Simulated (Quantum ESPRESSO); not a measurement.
# GaAs (F-43m): modes at Γ and the response to a field, part 2 of 2

Which modes does GaAs (F-43m) have at the zone centre?

Quantum ESPRESSO 7.5; DFT LDA, scalar-relativistic, plane waves, GBRV ultrasoft pseudopotentials.

So far. Step 2 (A first look): A gap of 0.29 eV on this mesh is too small to trust, so smearing is kept; the start stands at -2.2 GPa. Step 4 (Self-consistent run for the response): The cell stands at -0.021 GPa, close enough for phonons. The relaxed cell has a = 5.609 Å (conventional setting).

## 6. Linear response at Γ

At q = 0 one unit cell holds all displacements; symmetry groups them into irreducible representations that are solved one by one. The response to a field gives ε∞ and the Born charges, which polar modes need.

ph.in reads:

```
phonons
&INPUTPH
  prefix = 'x'
  outdir = './tmp'
  fildyn = 'g.dyn'
  tr2_ph = 1.0d-18
  epsil  = .true.
/
0.000000000000 0.000000000000 0.000000000000
```

On the command line:

```sh
> OMP_NUM_THREADS=1 mpirun -n 4 ph.x -nk 4 -in ph.in > ph.out
```

The program printed:

```text
[banners, grids, parts of the stress and lines that vanish by symmetry left out]
[banner, memory and clock lines left out]
Program PHONON v.7.5

     ./tmp/x.save/

     IMPORTANT: XC functional enforced from input :
     Exchange-correlation= PZ
                           (   1   1   0   0   0   0   0)
     Any further DFT definition will be discarded
     Please, verify this is what you really want

     G-vector sticks info

     Reading collected, re-writing distributed wavefunctions in ./tmp/

     Number and degeneracy of irreps per q-point
       N         xq(1)         xq(2)         xq(3)   N irreps
       1   0.000000000   0.000000000   0.000000000       2
        3   3

     Calculation of q =    0.0000000   0.0000000   0.0000000

     phonons

     bravais-lattice index     =            0
     lattice parameter (alat)  =       7.4955  a.u.
     unit-cell volume          =     297.7684 (a.u.)^3
     number of atoms/cell      =            2
     number of atomic types    =            2
     kinetic-energy cut-off    =      50.0000  Ry
     charge density cut-off    =     400.0000  Ry
     convergence threshold     =      1.0E-18
     beta                      =       0.7000
     number of iterations used =            4
     Exchange-correlation= PZ
                           (   1   1   0   0   0   0   0)

     celldm(1)=    7.49545  celldm(2)=    0.00000  celldm(3)=    0.00000
     celldm(4)=    0.00000  celldm(5)=    0.00000  celldm(6)=    0.00000

     crystal axes: (cart. coord. in units of alat)
               a(1) = ( -0.7071  0.0000  0.7071 )
               a(2) = (  0.0000  0.7071  0.7071 )
               a(3) = ( -0.7071  0.7071  0.0000 )

     reciprocal axes: (cart. coord. in units 2 pi/alat)
               b(1) = ( -0.7071 -0.7071  0.7071 )
               b(2) = (  0.7071  0.7071  0.7071 )
               b(3) = ( -0.7071  0.7071 -0.7071 )

     Atoms inside the unit cell:

     Cartesian axes

     site n.  atom      mass           positions (alat units)
        1  Ga     69.7230   tau(    1) = (    0.00000    0.00000    0.00000  )
        2  As     74.9216   tau(    2) = (   -0.35355    0.35355    0.35355  )

     Computing dynamical matrix for
                    q = (   0.0000000   0.0000000   0.0000000 )

     25 Sym.Ops. (with q -> -q+G )

     G cutoff =  569.2408  (  39957 G-vectors)     FFT grid: ( 48, 48, 48)
     G cutoff =  284.6204  (  14211 G-vectors)  smooth grid: ( 36, 36, 36)
     number of k points=    47
                       cart. coord. in units 2pi/alat
        k(    1) = (   0.0000000   0.0000000   0.0000000), wk =   0.0020000
        k(    2) = (  -0.0707107   0.0707107  -0.0707107), wk =   0.0160000
        k(    3) = (  -0.1414214   0.1414214  -0.1414214), wk =   0.0160000
        [... further k-points left out ...]

     PseudoPot. # 1 for Ga read from file:
     ./pseudo/Ga.upf
     Pseudo is Ultrasoft + core correction, Zval = 19.0
     Using radial grid of  871 points,  6 beta functions with:
                l(1) =   0
                l(2) =   0
                l(3) =   1
                l(4) =   1
                l(5) =   2
                l(6) =   2
     Q(r) pseudized with  8 coefficients,  rinner =    1.250   1.250   1.250
                                                       1.250   1.250

     PseudoPot. # 2 for As read from file:
     ./pseudo/As.upf
     Pseudo is Ultrasoft + core correction, Zval =  5.0
     Using radial grid of  875 points,  6 beta functions with:
                l(1) =   0
                l(2) =   0
                l(3) =   1
                l(4) =   1
                l(5) =   2
                l(6) =   2
     Q(r) pseudized with  8 coefficients,  rinner =    1.300   1.300   1.300
                                                       1.300   1.300

     Mode symmetry, T_d (-43m)  point group:

     Electric field:
     Dielectric constant
     Born effective charges as d Force / d E

     Atomic displacements:
     There are    2 irreducible representations

     Representation     1      3 modes -  To be done

     Representation     2      3 modes -  To be done

     Alpha used in Ewald sum =   2.8000

     Electric Fields Calculation

      iter #   1   av.it.:   9.2
      thresh= 1.000E-02 alpha_mix =  0.700 |ddv_scf|^2 =  9.527E-08

      iter #   2   av.it.:  20.7
      thresh= 3.087E-05 alpha_mix =  0.700 |ddv_scf|^2 =  3.509E-09

      iter #   3   av.it.:  19.8
      thresh= 5.924E-06 alpha_mix =  0.700 |ddv_scf|^2 =  9.566E-11

      iter #   4   av.it.:  21.1
      thresh= 9.781E-07 alpha_mix =  0.700 |ddv_scf|^2 =  1.276E-12

      iter #   5   av.it.:  20.4
      thresh= 1.130E-07 alpha_mix =  0.700 |ddv_scf|^2 =  3.751E-15

      iter #   6   av.it.:  21.0
      thresh= 6.125E-09 alpha_mix =  0.700 |ddv_scf|^2 =  1.307E-16

      iter #   7   av.it.:  21.3
      thresh= 1.143E-09 alpha_mix =  0.700 |ddv_scf|^2 =  5.392E-18

      iter #   8   av.it.:  22.0
      thresh= 2.322E-10 alpha_mix =  0.700 |ddv_scf|^2 =  2.295E-20

     End of electric fields calculation

          Dielectric constant in cartesian axis

          (      23.232607835      -0.000000000       0.000000000 )
          (      -0.000000000      23.232607835      -0.000000000 )
          (       0.000000000      -0.000000000      23.232607835 )

          Effective charges (d Force / dE) in cartesian axis without acoustic sum rule applied (asr)

           atom    1  Ga    Mean Z*:        2.06981
      Ex  (        2.06981       -0.00000       -0.00000 )
      Ey  (        0.00000        2.06981        0.00000 )
      Ez  (       -0.00000        0.00000        2.06981 )
           atom    2  As    Mean Z*:       -2.19382
      Ex  (       -2.19382        0.00000       -0.00000 )
      Ey  (        0.00000       -2.19382        0.00000 )
      Ez  (       -0.00000        0.00000       -2.19382 )

          Effective charges Sum: Mean:       -0.12401
             -0.12401        0.00000       -0.00000
             -0.00000       -0.12401        0.00000
             -0.00000        0.00000       -0.12401

          Effective charges (d Force / dE) in cartesian axis with asr applied:
           atom    1  Ga    Mean Z*:        2.13181
      E*x (        2.13181       -0.00000       -0.00000 )
      E*y (       -0.00000        2.13181        0.00000 )
      E*z (       -0.00000        0.00000        2.13181 )
           atom    2  As    Mean Z*:       -2.13181
      E*x (       -2.13181        0.00000        0.00000 )
      E*y (        0.00000       -2.13181       -0.00000 )
      E*z (        0.00000       -0.00000       -2.13181 )

     Representation #   1 modes #   1   2   3

     Self-consistent Calculation

      iter #   1   av.it.:   7.6
      thresh= 1.000E-02 alpha_mix =  0.700 |ddv_scf|^2 =  2.623E-08

      iter #   2   av.it.:  20.8
      thresh= 1.620E-05 alpha_mix =  0.700 |ddv_scf|^2 =  1.356E-09

      iter #   3   av.it.:  20.3
      thresh= 3.682E-06 alpha_mix =  0.700 |ddv_scf|^2 =  4.240E-11

      iter #   4   av.it.:  20.3
      thresh= 6.512E-07 alpha_mix =  0.700 |ddv_scf|^2 =  5.174E-13

      iter #   5   av.it.:  21.7
      thresh= 7.193E-08 alpha_mix =  0.700 |ddv_scf|^2 =  3.399E-15

      iter #   6   av.it.:  21.6
      thresh= 5.830E-09 alpha_mix =  0.700 |ddv_scf|^2 =  1.134E-16

[...]
End of self-consistent calculation

     Convergence has been achieved

     Representation #   2 modes #   4   5   6

     Self-consistent Calculation

[...]
iter #   3   av.it.:  21.9
      thresh= 3.316E-05 alpha_mix =  0.700 |ddv_scf|^2 =  2.234E-09

      iter #   4   av.it.:  22.2
      thresh= 4.727E-06 alpha_mix =  0.700 |ddv_scf|^2 =  6.396E-12

      iter #   5   av.it.:  21.5
      thresh= 2.529E-07 alpha_mix =  0.700 |ddv_scf|^2 =  1.549E-13

      iter #   6   av.it.:  21.4
      thresh= 3.936E-08 alpha_mix =  0.700 |ddv_scf|^2 =  8.297E-15

      iter #   7   av.it.:  21.7
      thresh= 9.109E-09 alpha_mix =  0.700 |ddv_scf|^2 =  2.862E-16

      iter #   8   av.it.:  21.8
      thresh= 1.692E-09 alpha_mix =  0.700 |ddv_scf|^2 =  2.337E-18

      iter #   9   av.it.:  22.7
      thresh= 1.529E-10 alpha_mix =  0.700 |ddv_scf|^2 =  2.155E-20

     End of self-consistent calculation

     Convergence has been achieved

     Number of q in the star =    1
     List of q in the star:
          1   0.000000000   0.000000000   0.000000000

          Dielectric constant in cartesian axis

          (      23.232607835      -0.000000000       0.000000000 )
          (      -0.000000000      23.232607835      -0.000000000 )
          (       0.000000000      -0.000000000      23.232607835 )

          Effective charges (d Force / dE) in cartesian axis without acoustic sum rule applied (asr)

           atom    1  Ga    Mean Z*:        2.06981
      Ex  (        2.06981       -0.00000       -0.00000 )
      Ey  (        0.00000        2.06981        0.00000 )
      Ez  (       -0.00000        0.00000        2.06981 )
           atom    2  As    Mean Z*:       -2.19382
      Ex  (       -2.19382        0.00000       -0.00000 )
      Ey  (        0.00000       -2.19382        0.00000 )
      Ez  (       -0.00000        0.00000       -2.19382 )

          Effective charges Sum: Mean:       -0.12401
             -0.12401        0.00000       -0.00000
             -0.00000       -0.12401        0.00000
             -0.00000        0.00000       -0.12401

          Effective charges (d Force / dE) in cartesian axis with asr applied:
           atom    1  Ga    Mean Z*:        2.13181
      E*x (        2.13181       -0.00000       -0.00000 )
      E*y (       -0.00000        2.13181        0.00000 )
      E*z (       -0.00000        0.00000        2.13181 )
           atom    2  As    Mean Z*:       -2.13181
      E*x (       -2.13181        0.00000        0.00000 )
      E*y (        0.00000       -2.13181       -0.00000 )
      E*z (        0.00000       -0.00000       -2.13181 )

     Diagonalizing the dynamical matrix

     q = (    0.000000000   0.000000000   0.000000000 )

 **************************************************************************
     freq (    1) =      -0.229846 [THz] =      -7.666842 [cm-1]
     freq (    2) =      -0.229846 [THz] =      -7.666842 [cm-1]
     freq (    3) =      -0.229846 [THz] =      -7.666842 [cm-1]
     freq (    4) =       8.092339 [THz] =     269.931358 [cm-1]
     freq (    5) =       8.092339 [THz] =     269.931358 [cm-1]
     freq (    6) =       8.092339 [THz] =     269.931358 [cm-1]
 **************************************************************************

     Mode symmetry, T_d (-43m)  point group:

     freq (   1-   3) =         -7.7  [cm-1]   --> T_2  G_15 P_4   I+R
     freq (   4-   6) =        269.9  [cm-1]   --> T_2  G_15 P_4   I+R
```

Run time: 3.6 min. Hardware: 4 MPI ranks of Arm Neoverse V2, shared host; 14 min of CPU time.

Numbers from this step:

```
miss of the charge sum rule                                       : 0.1240 e
largest acoustic frequency at the zone centre before the sum rule : -7.67 cm⁻¹
highest optical zone-centre mode (no LO-TO term)                  : 269.9 cm⁻¹
lowest optical zone-centre mode                                   : 269.9 cm⁻¹
mean high-frequency dielectric constant                           : 23.23
largest Born charge in size (third of the trace)                  : 2.194 e
```

Born charge (rows field, columns displacement), before the sum rule (e), principal values of the symmetric part by kind of site:

```
atom  atoms with these values    low  middle   high   mean
 Ga1                        1   2.07    2.07   2.07   2.07
 As2                        1  -2.19   -2.19  -2.19  -2.19
```

In full for Ga1:

```
2.07 0.00 0.00
0.00 2.07 0.00
0.00 0.00 2.07
```

High-frequency dielectric tensor:

```
23.23  0.00  0.00
 0.00 23.23  0.00
 0.00  0.00 23.23
```

The acoustic modes at Γ come out as far as 7.7 cm⁻¹ from zero, where they should vanish, a small numerical error; the Born charges miss their sum rule by 0.12 e, too much: mesh or cutoff is short for the field response.

## 7. Modes with the sum rule

A rigid shift of the crystal must cost nothing, but grids and finite bases break this; the acoustic sum rule is imposed before the matrix is diagonalised again. With Born charges the intensities follow, and the static dielectric tensor.

dynmat.in reads:

```
&INPUT
  fildyn = 'g.dyn'
  asr    = 'simple'
  fileig = 'dynmat.eig'
  lperm  = .true.
/
```

On the command line:

```sh
> dynmat.x -in dynmat.in > dynmat.out
```

The program printed:

```text
[banner, memory and clock lines left out]
Program DYNMAT v.7.5

     Reading Dynamical Matrix from file g.dyn
     ...Force constants read
     ...epsilon and Z* read
     A direction for q was not specified:TO-LO splitting will be absent

     Polarizability (A^3 units)
     multiply by 0.118894 for Clausius-Mossotti correction
        78.066124   -0.000000    0.000000
        -0.000000   78.066124   -0.000000
         0.000000   -0.000000   78.066124

     IR activities are in (D/A)^2/amu units

# mode   [cm-1]    [THz]      IR
    1     -0.00   -0.0000    0.0000
    2     -0.00   -0.0000    0.0000
    3      0.00    0.0000    0.0000
    4    270.04    8.0957    2.9033
    5    270.04    8.0957    2.9033
    6    270.04    8.0957    2.9033

Electronic dielectric permittivity tensor (relative, adimensional)
        23.232608   -0.000000    0.000000
        -0.000000   23.232608   -0.000000
         0.000000   -0.000000   23.232608

 ... with zone-center polar mode contributions
        25.156982    0.000000   -0.000000
         0.000000   25.156982    0.000000
        -0.000000    0.000000   25.156982
```

It took 0.47 s on 1 thread.

This step gave:

```
highest optical zone-centre mode (no LO-TO term) : 270.0 cm⁻¹
lowest optical zone-centre mode                  : 270.0 cm⁻¹
mean static dielectric constant                  : 25.16
```

Unit eigenvectors of the mass-weighted matrix after the sum rule; no LO-TO term. The modes at Γ (shares of kinetic energy by element, %):

```csv
mode,frequency (cm⁻¹),symmetry,Ga %,As %
1,0.0,acoustic,48,52
2,0.0,acoustic,48,52
3,0.0,acoustic,48,52
4,270.0,T2,52,48
5,270.0,T2,52,48
6,270.0,T2,52,48
```

Displacements in mode 5 (270.0 cm⁻¹), the largest set to 1:
```
Ga1  0.00  0.00  1.00
As2  0.00  0.00 -0.93
```

Degenerate modes summed, no LO-TO term. Infrared lines, with heights relative to the strongest:

```csv
position (cm⁻¹),lines merged,label,"IR intensity, relative"
270,3,T2,100
```

Static dielectric tensor (ions relaxed, fixed cell):

```
25.16  0.00  0.00
 0.00 25.16  0.00
 0.00  0.00 25.16
```

The rule moves no optical mode by more than 0.2 cm⁻¹.

## 8. Modes along a direction of q (1 0 0)

A longitudinal polar mode sets up a macroscopic field that stiffens it; the term hangs on the direction from which q goes to zero.

dynmat.in reads:

```
&INPUT
  fildyn = 'g.dyn'
  asr    = 'simple'
  fileig = 'dynmat.eig'
  q(1)   = 1.0
  q(2)   = 0.0
  q(3)   = 0.0
/
```

On the command line:

```sh
> dynmat.x -in dynmat.in > dynmat.out
```

The program printed:

```text
[banner, memory and clock lines left out]
Program DYNMAT v.7.5

     Reading Dynamical Matrix from file g.dyn
     ...Force constants read
     ...epsilon and Z* read

     Polarizability (A^3 units)
     multiply by 0.118894 for Clausius-Mossotti correction
        78.066124   -0.000000    0.000000
        -0.000000   78.066124   -0.000000
         0.000000   -0.000000   78.066124

     IR activities are in (D/A)^2/amu units

# mode   [cm-1]    [THz]      IR
    1     -0.00   -0.0000    0.0000
    2      0.00    0.0000    0.0000
    3      0.00    0.0000    0.0000
    4    270.04    8.0957    2.9033
    5    270.04    8.0957    2.9033
    6    281.00    8.4243    2.9033
```

It took 0.46 s on 1 thread.

This step gave:

- highest mode moved by the LO-TO term: 281 cm⁻¹

Zone-centre frequencies as printed; negative means imaginary. Modes:

```csv
mode,frequency (cm⁻¹)
1,0
2,0
3,0
4,270
5,270
6,281
```

The field moves one mode, from 270 to 281 cm⁻¹; the others stay.

## 9. Summary of results

| Property | Result |
| --- | --- |
| space group after relaxation | F-43m |
| volume per atom | 22.1 Å³ |
| gap on the k-mesh | 0.467 eV |
| highest optical zone-centre mode (no LO-TO term) | 270.0 cm⁻¹ |
| highest mode moved by the LO-TO term (probably not converged in the k mesh) | 281 cm⁻¹ |
| mean high-frequency dielectric constant (probably not converged in the k mesh) | 23.2 |
| largest Born charge in size (third of the trace) (probably not converged in the k mesh) | 2.19 e |
| mean static dielectric constant (probably not converged in the k mesh) | 25.2 |
| imaginary optical modes at the zone centre (no q mesh in this session) | none |

At the LDA level the optical modes of GaAs (F-43m) at the zone centre (no LO-TO term) lie at 270 cm⁻¹. Along the directions run, the highest mode that the macroscopic field moves lies at 281 cm⁻¹. Lattice motion raises the mean dielectric constant from 23.23 to 25.16. The Born charges miss their sum rule by 0.12 e, a sign that the k mesh or the cutoff is short for the field response. ε∞, the Born charges and what follows from them are probably not converged in the k mesh. The Lyddane-Sachs-Teller relation holds: (ωLO/ωTO)² is 1.08 and ε₀/ε∞ is 1.08. These are harmonic frequencies at zero temperature: anharmonic shifts and linewidths and thermal expansion are left out.

[Host names and launcher messages were left out of these logs when they were recorded.]

[Logs are printed without paths, hosts, clocks, repeated set-up lines and the standing remarks that a program may print on its own settings, such as how far it seeks lower states.]

[Hosts, paths, dates, database ids (printed as entryN), source tags and the programs' standing remarks are cut or masked in the printed files.]
